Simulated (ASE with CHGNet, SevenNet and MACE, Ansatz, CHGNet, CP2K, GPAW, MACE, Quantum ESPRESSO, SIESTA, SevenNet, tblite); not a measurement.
# Machine-learned potentials on random packing of 40Si3N4-60SiO2 (mol %) (92 atoms): settings against a plane-wave reference

How do the settings of machine-learned potentials change the result for random packing of 40Si3N4-60SiO2 (mol %) (92 atoms)? A plane-wave run serves as the yardstick.

Program: ASE with CHGNet, SevenNet and MACE. Level of theory: the method is named at each step. Values are calculated unless marked as measured.

## 1. Starting point

The cell holds 92 atoms: 36 Si, 32 N and 24 O. Cell: a = 10.618 Å, b = 10.618 Å, c = 10.618 Å, α = 90.0°, β = 90.0°, γ = 90.0°. 92 atoms (36 Si, 32 N, 24 O) packed at random in a cube at 2.56 g/cm³ and pushed apart as soft spheres, cations and anions kept from their own kind; a start for melting by ab initio MD, not an equilibrated structure. Then every atom was moved at random, 0.05 Å r.m.s. a Cartesian component.

The yardstick, on the same geometry:

| Property | Result |
| --- | --- |
| method | Kohn-Sham DFT, PBE, SSSP efficiency 1.3.0 pseudopotentials, plane waves (Quantum ESPRESSO 7.5); sssp-pbe-1.3.0-efficiency, cutoffs 60/480 Ry, Γ point |
| r.m.s. force component | 1.612 eV/Å |
| longest force | 5.323 eV/Å |
| pressure | -13.73 GPa |
| time | 9.7 min on 4 MPI ranks of Arm Neoverse V1, shared host |
| CPU time | 39 min |

## 2. CHGNet r2SCAN potential

Method: machine-learned interatomic potential CHGNet r2SCAN, trained on r2SCAN plane-wave data.

Input file run.py:

```python
import numpy as np
from ase.io import read
import mlip  # loads the published weights by name

atoms = read("structure.xyz")
atoms.calc = mlip.calc("chgnet-r2scan")
energy = atoms.get_potential_energy()
forces = atoms.get_forces()
print(f"energy {energy:.6f} eV")
print("forces (eV/A)")
for i, (a, f) in enumerate(zip(atoms, forces)):
    print(f"{i:4d} {a.symbol:2s} {f[0]:10.5f} {f[1]:10.5f} {f[2]:10.5f}")
stress = -atoms.get_stress(voigt=False) * 160.21766
print("stress (GPa, compression positive)")
for row in stress:
    print(" ".join(f"{x:10.4f}" for x in row))
```

Input file structure.xyz:

```xyz
92
Lattice="10.61780 0.00000 0.00000 0.00000 10.61780 0.00000 0.00000 0.00000 10.61780" Properties=species:S:1:pos:R:3 pbc="T T T"
Si 2.24014 2.99295 0.40454
Si 0.18464 6.63676 0.42429
Si 0.52728 10.55048 7.96781
Si 4.89672 8.68791 4.72577
Si 3.80860 6.38969 9.52045
Si 5.67288 5.00279 6.95901
Si 0.28233 2.69257 8.20883
Si 7.64333 3.07300 7.33159
Si 3.77601 1.32712 6.55033
Si 1.92745 7.68623 2.16327
Si 9.16189 7.72519 1.96578
Si 6.93342 9.49199 1.35674
Si 9.56802 2.90684 10.50791
Si 5.95966 10.25308 8.70670
Si 7.31811 4.47700 0.10278
Si 9.34207 5.27237 9.28187
Si 4.74361 0.48959 0.22340
Si 7.01061 7.00775 8.19354
Si 7.99616 4.30488 2.68163
Si 3.07948 4.47084 2.38539
Si 3.96193 6.73190 6.94075
Si 4.98856 3.83207 9.71274
Si 9.76625 10.18927 10.18576
Si 3.72303 3.88250 4.87506
Si 7.31811 9.17527 5.49046
Si 1.54797 1.55837 5.22587
Si 8.02154 5.09782 5.59685
Si 4.69795 10.35299 2.74555
Si 9.78345 8.07017 8.53161
Si 2.44464 8.74450 5.80114
Si 0.15067 5.84244 7.23423
Si 7.89996 1.19482 5.62287
Si 5.49991 5.22587 3.04816
Si 0.29199 8.21223 4.40957
Si 7.87639 1.24483 9.31967
Si 2.80841 2.95621 8.38275
N 6.35274 1.70140 2.10254
N 3.99091 2.21434 9.39951
N 8.20544 6.38884 1.06964
N 1.63249 5.23245 8.01092
N 5.01606 7.08823 5.68870
N 8.37819 7.40061 9.57057
N 9.46152 9.33963 7.45858
N 0.19526 3.91818 2.79206
N 4.45342 3.18916 1.36279
N 8.87775 1.84251 3.52235
N 2.35630 1.68027 2.03267
N 4.85117 2.52300 4.37931
N 8.80534 10.00229 2.37531
N 1.96482 4.03115 5.89192
N 2.18206 10.23248 6.62880
N 2.45898 6.07105 0.58355
N 4.29893 3.17345 6.75335
N 1.49329 9.42786 9.23706
N 10.45779 1.21648 5.96402
N 1.57876 1.27191 9.26403
[... 32 atom lines left out ...]
O 6.63559 3.43571 5.78734
O 5.26229 1.06571 7.71150
O 0.72647 6.78074 3.15986
O 5.37282 7.72169 0.34359
```

Command:

```console
> OMP_NUM_THREADS=1 python run.py > output.txt
```

Output:

```text
CHGNet vr2scan initialized with 412,525 parameters
CHGNet will run on cpu
energy -698.443848 eV
forces (eV/A)
   0 Si    0.66098   -2.93994    2.86189
   1 Si    2.04831    0.99273   -0.13148
   2 Si    0.24755   -1.75208   -1.00480
   3 Si   -0.84876   -0.15806    1.60691
   4 Si   -0.68456    0.23929    3.28951
   5 Si    1.46943   -1.26172    0.81172
   6 Si   -0.26591   -0.95085    0.31477
   7 Si   -1.37171   -2.36996   -2.96270
   8 Si    4.29783    1.48169    1.74338
   9 Si   -1.32439   -2.16596   -2.36793
  10 Si   -2.37625   -1.14077   -1.21575
  11 Si    1.61716    0.64129    1.71882
  12 Si    3.09424   -0.75139    2.59021
  13 Si   -1.42678   -1.49268   -2.16129
  14 Si    0.53369    1.08899    0.70153
  15 Si   -0.53818    2.73302    0.88476
  16 Si    1.42755    1.43209   -2.45388
  17 Si    0.89728    2.70206    1.44333
  18 Si    0.10920    3.45094    1.04183
  19 Si    0.90857    1.59061   -0.56901
  20 Si   -3.73722    0.02371   -2.36326
  21 Si   -1.33580   -1.56154    4.31437
  22 Si    2.77232    1.15400    2.99717
  23 Si   -1.26764    0.07292    2.06784
[...]
84 O     0.22663   -2.50929   -2.99114
  85 O     4.86115    2.06849    0.13689
  86 O     1.60164    0.90943    1.69618
  87 O    -4.74171   -0.40888    2.05827
  88 O     3.76816    3.55875    2.00062
  89 O    -1.39913   -1.53307   -0.84961
  90 O     0.49970    4.41771    0.22578
  91 O    -0.31087   -0.77058   -0.29075
stress (GPa, compression positive)
  -18.6909     0.3741    -1.4082
    0.3741   -20.0864     0.2326
   -1.4082     0.2326   -18.1898
```

Run time: 4.7 s. Hardware: 1 thread of Arm Neoverse V1, shared host; peak memory 1.4 GiB.

Banners and routine set-up lines are dropped from the logs; longer cuts are marked.

Numbers from this run, and their distance from the reference:

```
r.m.s. force component                  : 1.911 eV/Å
r.m.s. difference of force components   : 813.9 meV/Å
longest difference of force vectors     : 2914 meV/Å
force difference over r.m.s. force      : 50.48 %
slope of forces against the reference's : 1.075
correlation of force components         : 0.907
pressure                                : -18.99 GPa
pressure difference                     : -5.262 GPa
```

Length of the force difference by element (eV/Å):

```tsv
element	atoms	mean	most
N	32	1.0	2.5
O	24	1.1	2.5
Si	36	1.5	2.9
```

A closer look about N65, which bears the longest force: 9 atoms, nearest first, numbered in the order of the input, with positions taken from that point.

```tsv
atom	x	y	z	distance (Å)	Fx	Fy	Fz (eV/Å)
N65	0.00	0.00	0.00	0.00	2.13	-5.74	-1.50
Si20	0.02	-1.18	-1.48	1.89	0.91	1.59	-0.57
Si24	0.67	-1.77	1.01	2.15	-1.27	0.07	2.07
O73	1.53	0.84	-1.50	2.31	2.22	-2.39	1.90
Si33	2.44	-0.43	-0.82	2.61	-2.23	1.66	-1.53
O91	-2.33	1.13	-0.70	2.68	0.50	4.42	0.23
O86	-0.79	0.93	2.40	2.69	4.86	2.07	0.14
N50	-1.09	-1.62	2.03	2.82	1.99	-0.58	-2.27
Si10	-1.13	2.03	-1.70	2.88	-1.32	-2.17	-2.37
```

Atoms are counted from 1 here, from 0 in the log.

Forces lie 50 % from the reference's, at 0.0020 times its CPU time (on 1 against 4 cores).

## 3. SevenNet l3i5 potential

Method: machine-learned interatomic potential SevenNet l3i5, trained on PBE(+U) plane-wave data.

run.py: that of step 2 with these lines changed.

```diff
@@ -5,3 +5,3 @@
 atoms = read("structure.xyz")
-atoms.calc = mlip.calc("chgnet-r2scan")
+atoms.calc = mlip.calc("7net-l3i5")
 energy = atoms.get_potential_energy()
```

structure.xyz is that of step 2.

Output:

```text
energy -510.545715 eV
forces (eV/A)
   0 Si    0.09858   -2.00338    1.62510
   1 Si    1.97485   -0.18929   -0.88386
   2 Si    1.60004   -1.63713   -1.26269
   3 Si   -1.96221   -0.46073    0.19411
   4 Si   -0.25418    1.05293    3.62931
   5 Si    0.86580   -2.05835    0.17905
   6 Si   -0.57086   -0.66531   -0.20732
   7 Si   -1.52912   -1.74514   -1.08670
   8 Si    2.68425    0.10250    0.86706
   9 Si   -0.06660   -0.73249   -2.26305
  10 Si   -2.44494    0.67919   -0.06859
  11 Si    1.23784    0.28052    1.69411
  12 Si    1.22327   -0.18658    2.11043
  13 Si   -1.92940   -1.75599   -2.77662
  14 Si    1.15353    0.32931   -0.03467
  15 Si   -1.47025    1.64546    2.20861
  16 Si   -0.01328    0.35542   -0.91881
  17 Si    1.50508    3.13875    2.12591
  18 Si    0.74061    2.17415    0.41562
  19 Si    0.04222    0.72446   -0.97232
  20 Si   -4.17847    1.55548   -2.04463
  21 Si    0.08286   -1.57182    3.30448
  22 Si    1.75832    0.14481    2.83948
  23 Si   -1.64626    0.07114    1.94388
[...]
84 O     0.72041   -1.18365   -3.33891
  85 O     4.10439    1.59833    0.15136
  86 O     1.88519    0.21351    1.68936
  87 O    -4.91772   -0.67410    2.48113
  88 O     2.00926    3.23444   -0.16413
  89 O    -1.26496   -1.81154   -0.83113
  90 O     0.09952    2.71886   -0.31423
  91 O    -0.34632   -0.20750   -0.38242
stress (GPa, compression positive)
  -15.1121     0.2994    -0.7079
    0.2994   -14.1426     0.7377
   -0.7079     0.7377   -14.3649
```

Run time: 14 s. Hardware: 1 thread; peak memory 1.6 GiB.

Compared with the plane-wave run:

| Item | Value |
| --- | --- |
| r.m.s. force component | 1.642 eV/Å |
| r.m.s. difference of force components | 549 meV/Å |
| longest difference of force vectors | 1774 meV/Å |
| force difference over r.m.s. force | 34.05 % |
| slope of forces against the reference's | 0.9609 |
| correlation of force components | 0.9433 |
| pressure | -14.54 GPa |
| pressure difference | -0.8129 GPa |

Against the first run (50 %), the force difference from the reference is 34 %, at 2.9 times the CPU time.

## 4. MACE MPA-0 medium potential

Method: machine-learned interatomic potential MACE MPA-0 medium, trained on PBE(+U) plane-wave data.

run.py: that of step 3 with these lines changed.

```diff
@@ -5,3 +5,3 @@
 atoms = read("structure.xyz")
-atoms.calc = mlip.calc("7net-l3i5")
+atoms.calc = mlip.calc("mace-mpa-0-medium")
 energy = atoms.get_potential_energy()
```

structure.xyz is that of step 3.

Output:

```text
energy -512.425434 eV
forces (eV/A)
   0 Si   -0.19021   -2.05537    2.46774
   1 Si    1.53347   -0.41351   -0.96474
   2 Si    2.28580   -2.38256   -1.64458
   3 Si   -1.86908   -1.39852    0.12763
   4 Si   -1.12646    1.51124    3.46040
   5 Si    1.61314   -2.00151    0.05385
   6 Si    0.41309   -0.98532    0.99408
   7 Si   -1.02724   -2.19631   -1.31734
   8 Si    3.41012    0.33927    0.91532
   9 Si    0.16888   -0.53944   -1.87702
  10 Si   -2.60215    0.31102   -0.23713
  11 Si    1.00271    0.62583    2.82380
  12 Si    2.44446    1.00425    2.65074
  13 Si   -2.01731   -1.78920   -3.31759
  14 Si    0.48411    1.40493    0.56553
  15 Si   -0.35120    1.62431    2.42283
  16 Si   -1.18066    0.46280   -0.71906
  17 Si    1.82203    3.58210    1.62650
  18 Si    1.01347    1.69410    0.92538
  19 Si    0.11597   -0.20639   -1.28051
  20 Si   -4.06483    2.17158   -2.17184
  21 Si   -0.06545   -1.06392    4.05934
  22 Si    2.54622   -0.74808    2.58555
  23 Si   -1.89537    0.25925    1.59140
[...]
84 O     0.41437   -1.18271   -1.84854
  85 O     3.05107    1.71699    0.46228
  86 O     0.80958    0.13857    0.63298
  87 O    -4.07975   -0.47844    1.74294
  88 O     2.16247    3.42484    0.60234
  89 O    -1.12371   -1.60225   -0.59613
  90 O     0.08547    2.54762   -0.28022
  91 O     0.46096    0.50341   -0.27124
stress (GPa, compression positive)
  -13.5207    -0.3954    -0.6698
   -0.3954   -14.2242     1.1087
   -0.6698     1.1087   -12.6574
```

Wall time 9 s (1 thread); peak memory 1.1 GiB.

Against the reference:

```
r.m.s. force component                  : 1.621 eV/Å
r.m.s. difference of force components   : 465.7 meV/Å
longest difference of force vectors     : 1752 meV/Å
force difference over r.m.s. force      : 28.88 %
slope of forces against the reference's : 0.9636
correlation of force components         : 0.9585
pressure                                : -13.47 GPa
pressure difference                     : 0.2596 GPa
```

Against the first run (50 %), the force difference from the reference is 29 %, at 1.9 times the CPU time.

## 5. All runs compared

Differences are against the plane-wave reference, forces as r.m.s. over components; share is that over the reference's r.m.s. force, slope the least-squares factor from reference forces to these. Total energies of different programs have different zeros and aren't compared.

```tsv
run	Δ force, r.m.s. (meV/Å)	share (%)	slope	Δ pressure (GPa)	cores	CPU time	memory (GiB)
reference	-	-	-	-	4	39 min	4.3
CHGNet r2SCAN potential	814	50.5	1.075	-5.26	1	4.7 s	1.4
SevenNet l3i5 potential	549	34.0	0.961	-0.813	1	14 s	1.6
MACE MPA-0 medium potential	466	28.9	0.964	0.260	1	9 s	1.1
```

Times of the machine-learned potentials are mostly Python's start and the loading of weights.

CPU time is summed over cores on a shared host, where runs went side by side, so it is rough. Symmetry, cutoffs, thresholds, outputs and thread counts weren't matched or tuned between programs; memory under MPI is the largest rank's times the ranks.

## 6. What came out

```yaml
nearest_in_forces: MACE MPA-0 medium potential, 29 %
its_cpu_time: 9 s
```

**Reading.** Machine-learned potentials differ by 29 % (MACE MPA-0 medium potential) to 50 % (CHGNet r2SCAN potential); they were trained on other programs' data, some at another functional. The reference's pressure holds the uncorrected Pulay stress of its 60 Ry basis, so small pressure differences, and their order, may be the reference's own error. Machine-learned potentials mimic data converged in k, so the reference's own k-point error enters their differences. The reference's pressure of -14 GPa belongs to unrelaxed atoms and would change as they relax. The electronic-structure runs sample only Γ, in a cell whose shortest periodic width is 11 Å, which is coarse for a cell with partly filled levels.

[Long decimals in the printed logs are rounded to 6 places.]

[Also dropped from logs without a mark: lines with file paths, logging warnings of Python, QE's lines on negative density and diagonalisation, SIESTA's first energy breakdown, zero terms and Voronoi charges.]

[Logs are printed without paths, hosts, clocks, repeated set-up lines and the standing remarks that a program may print on its own settings, such as how far it seeks lower states.]

[Hosts, paths, dates, database ids (printed as entryN), source tags and the programs' standing remarks are cut or masked in the printed files.]

[Most failed runs of this program on this cell are left out, timed-out ones always.]
